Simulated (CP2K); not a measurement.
Consider 2-cyanothiophene at its PBE geometry (Å).

```xyz
10

N     3.3999   -0.6300    0.5789
C     2.2784   -0.3481    0.4080
C     0.9205   -0.0183    0.2047
C    -0.0719   -0.8244   -0.3364
C    -1.3284   -0.1763   -0.3835
C    -1.2797    1.1078    0.1193
S     0.2900    1.5363    0.6493
H     0.1187   -1.8389   -0.6772
H    -2.2371   -0.6333   -0.7679
H    -2.0905    1.8251    0.2047
```

Method: CP2K XAS_TDP, all-electron GAPW, PBEh(45%), aug-cc-pVDZ, TDA, ZORA, spin–orbit coupling.

Question: Where do the S L₂,₃-edge lines lie, and how strong are they?

Leading lines: S7 165.89 eV. The leading line of an atom is its first one with 35 % of the strongest within 2.5 eV of its lowest line over the strength cut. 

The first six lines of each atom with a strength over 0.0003:

| atom | energy (eV) | states | strength, one atom |
| --- | --- | --- | --- |
| S7 (bonded to 2 C) | 164.46 | 1 | 0.0021 |
|  | 164.77 | 1 | 0.0016 |
|  | 165.53 | 2 | 0.0018 |
|  | 165.89 | 1 | 0.0043 |
|  | 166.19 | 1 | 0.0010 |
|  | 166.34 | 1 | 0.0066 |

Lines are vertical, at one geometry, with no vibrational structure. Without a correction of the core level, line positions, and the gaps between valence and Rydberg lines, follow the share of exact exchange. Rydberg lines, and the discretised continuum above threshold, depend on the basis and the box.

[Banner, clock and machine lines of the logs are left out without a mark of their own.]

[Logs are printed without paths, hosts, clocks, repeated set-up lines and the standing remarks that a program may print on its own settings, such as how far it seeks lower states.]

[Hosts, paths, dates, database ids (printed as entryN), source tags and the programs' standing remarks are cut or masked in the printed files.]
